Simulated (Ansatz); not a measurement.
In doubt: one-shot GW on d or f shells is unsure, so the values of those runs are not to be relied on.

G0W0 rungs for CdCu2GeSe4 (I-42m).

```
Cd Cu Ge Se
1.0
    -2.87410    2.87410    5.52665
     2.87410   -2.87410    5.52665
     2.87410    2.87410   -5.52665
Cd Cu Ge Se
1 2 1 4
Direct
  0.00000 0.00000 0.00000
  0.25000 0.75000 0.50000
  0.75000 0.25000 0.50000
  0.50000 0.50000 0.00000
  0.40420 0.40420 0.54100
  0.59580 0.13680 0.00000
  0.86320 0.86320 0.45900
  0.13680 0.59580 0.00000
```

The cell and positions come from the Crystallography Open Database and are kept as given unless a step says otherwise.

Runs so far (Ansatz 0.2.0, start r2SCAN, PAW set soft_1 files, 4×4×4 mesh). Times are wall times on 1 × NVIDIA GB200 (shared by 2 runs) with 24 threads of Arm Neoverse V2, shared host, good to a factor of about two.

```csv
bands summed,cutoff (eV),gap on the mesh (eV),time
219,51,0.762,8.3 s
495,102,0.440,28 s
```

Q: What should the next rung give, with 987 bands and screening to 170 eV, and where is the limit?

The error falls about as one over the bands when the cutoff rises with them. A line through the two highest rungs given predicts 0.312 eV; the run gave 0.329 eV, close to it. The two highest rungs put the limit near 0.218 eV, the pair below near 0.184 eV; their difference is a rough measure of what is unsettled in bands and cutoff; the mesh is a separate error.

Gaps are over the mesh's points; an edge off the mesh would be missed. Limits: not at the basis limit; mesh may overstate the screening; d shell near the gap, gap tends to lie low; no spin-orbit coupling; coarse k mesh.

[Paths, hosts, dates, memory and timing lines, banners, echoed tables and standing remarks are left out of the program output.]

[Logs are printed without paths, hosts, clocks, repeated set-up lines and the standing remarks that a program may print on its own settings, such as how far it seeks lower states.]

[Runs of the session that timed out or met a known fault of the program may be left out.]

[Cells called generated may have been cut or substituted from an entry of the Crystallography Open Database or the Materials Project.]

[Hosts, paths, dates, database ids (printed as entryN), source tags and the programs' standing remarks are cut or masked in the printed files.]
